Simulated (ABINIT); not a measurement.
Planning a run of ABINIT 10.8.3 on PtSe2 (P-3m1). The input:

```
acell 3*1.0 Angstrom
rprim 
  3.717306547987 0.000000000003 0.000000000000
  -1.858653273996 3.219281904210 0.000000000000
  0.000000000000 0.000000000000 5.820074020000
ntypat 2
znucl 78 34
natom 3
typat 1 2 2
xred 
  0.000000000000 0.000000000000 0.000000000000
  0.666666666667 0.333333333333 0.774611840000
  0.333333333333 0.666666666667 0.225388160000
pp_dirpath "pseudos"
pseudos "Pt.upf, Se.upf"
ecut 39
ngkpt 3 3 2
nshiftk 1
shiftk 0 0 0
kptopt 1
chksymbreak 0
istwfk *1
occopt 1
irdwfk 1
optdriver 4
nband 98
gwcalctyp 0
ecutsigx 39
symsigma 1
nkptgw 3
kptgw 
  0.0000000000 0.0000000000 0.0000000000
  0.3333333333 0.3333333333 0.0000000000
  0.3333333333 0.0000000000 0.5000000000
bdgw 
  23 27
  24 27
  24 27
ecuteps 7
irdscr 1
ppmodel 1
gwcomp 1
gwencomp 3
indata_prefix "in"
outdata_prefix "out"
tmpdata_prefix "tmp"
```

```sh
OMP_NUM_THREADS=1 mpirun -n 8 abinit run.abi > log
```

Question: How long will it take on 8 MPI ranks of Intel Xeon Platinum 8259CL at 2.50GHz (Skylake/Cascade Lake), shared host, and how much memory?

It took 20 s; on shared hardware allow 9.8 s to 39 s. Peak host memory was 1.5 GiB.

[Paths, hosts, dates, memory and timing lines, banners, echoed tables and standing remarks are left out of the program output.]

[Logs are printed without paths, hosts, clocks, repeated set-up lines and the standing remarks that a program may print on its own settings, such as how far it seeks lower states.]

[Runs of the session that timed out or met a known fault of the program may be left out.]

[Hosts, paths, dates, database ids (printed as entryN), source tags and the programs' standing remarks are cut or masked in the printed files.]

[G0W0 gaps are taken among the corrected bands and points alone; a level outside them can change the order at an edge.]

[Where Ansatz stands beside ABINIT at settings called matched, ABINIT's density can come from a denser mesh and the files from another edition; pairs whose starting gaps differed by over 0.03 eV were left out, so agreement reads better than it is.]
